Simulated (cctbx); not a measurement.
## Interatomic vectors of HoZn2Sn2

Space group I4/mmm (no. 139), a = 4.3000 Å, b = 4.3000 Å, c = 11.0880 Å, α = 90.00°, β = 90.00°, γ = 90.00°, content Ho2 Sn4 Zn4.

Simulated single-crystal data (cctbx): Mo Kα, λ = 0.71073 Å, to d = 0.6 Å, 50 % of the full sphere, strongest reflection 20000 counts, noise from counting, a 4 % proportional error and a noise floor of 2 counts (s.d.); no absorption.

Patterson synthesis, origin scaled to 1000:

```text
Patterson group I 4/m m m
      u       v       w   height  length (A)
  0.000   0.000   0.000   1000.0     0.00
  0.000   0.000   0.377    555.1     4.17
  0.000   0.500   0.250    367.6     3.51
  0.000   0.500   0.127    178.5     2.57
  0.000   0.000   0.247    124.4     2.74
  0.000   0.000   0.500    108.5     5.54
  0.089   0.308   0.430      0.5     4.96
  0.000   0.279   0.072     -0.0     1.44
  0.091   0.298   0.060     -0.2     1.49
  0.194   0.194   0.066     -1.3     1.39
  0.074   0.207   0.188     -1.5     2.29
  0.165   0.310   0.313     -1.6     3.79
  0.200   0.200   0.438     -3.0     5.00
```

**Question.** Which atom pairs make the peaks, and where is the heaviest atom?

A peak at u stands for all pairs with xi − xj = u, with weight Σ ZiZj against Σ Z² = 22578 at the origin. Peak heights follow these weights only roughly, since form factors, motion and series ripples differ, all vectors within 0.55 Å of a peak are counted as merged into it though the farther ones add only part of their weight, and F(000) is left out, which lowers the whole map:

| u | v | w | shortest length (Å) | height | 1000 ΣZiZj/ΣZ² | pairs in the cell |
| --- | --- | --- | --- | --- | --- | --- |
| 0.000 | 0.000 | 0.377 | 3.33 | 555 | 593 | 4 × Ho–Sn |
| 0.000 | 0.500 | 0.250 | 3.51 | 368 | 356 | 4 × Ho–Zn |
| 0.000 | 0.500 | 0.127 | 2.57 | 178 | 266 | 4 × Sn–Zn |
| 0.000 | 0.000 | 0.247 | 2.74 | 124 | 221 | 2 × Sn–Sn |
| 0.000 | 0.000 | 0.500 | 3.04 | 108 | 159 | 4 × Zn–Zn |

The table stops at ten peaks or at a height of 45, below which ripples compete. In the model behind the data Ho, the heaviest element, has 1 independent site: (0, 0, 0), up to an allowed shift of origin. No listed peak is a Ho–Ho vector, so the position follows from the cell content and the cross vectors. The whole model:

| atom | mult. | x | y | z | Ueq (Å²) |
| --- | --- | --- | --- | --- | --- |
| Ho1 | 2 | 0 | 0 | 0 | 0.0078 |
| Sn1 | 4 | 0 | 0 | 0.3763 | 0.0234 |
| Zn1 | 4 | 1/2 | 0 | 1/4 | 0.0155 |

The model is made up (kin elements in a known structure type, no relaxation), so it says nothing on whether the phase exists.

[Logs are printed without paths, hosts, clocks, repeated set-up lines and the standing remarks that a program may print on its own settings, such as how far it seeks lower states.]
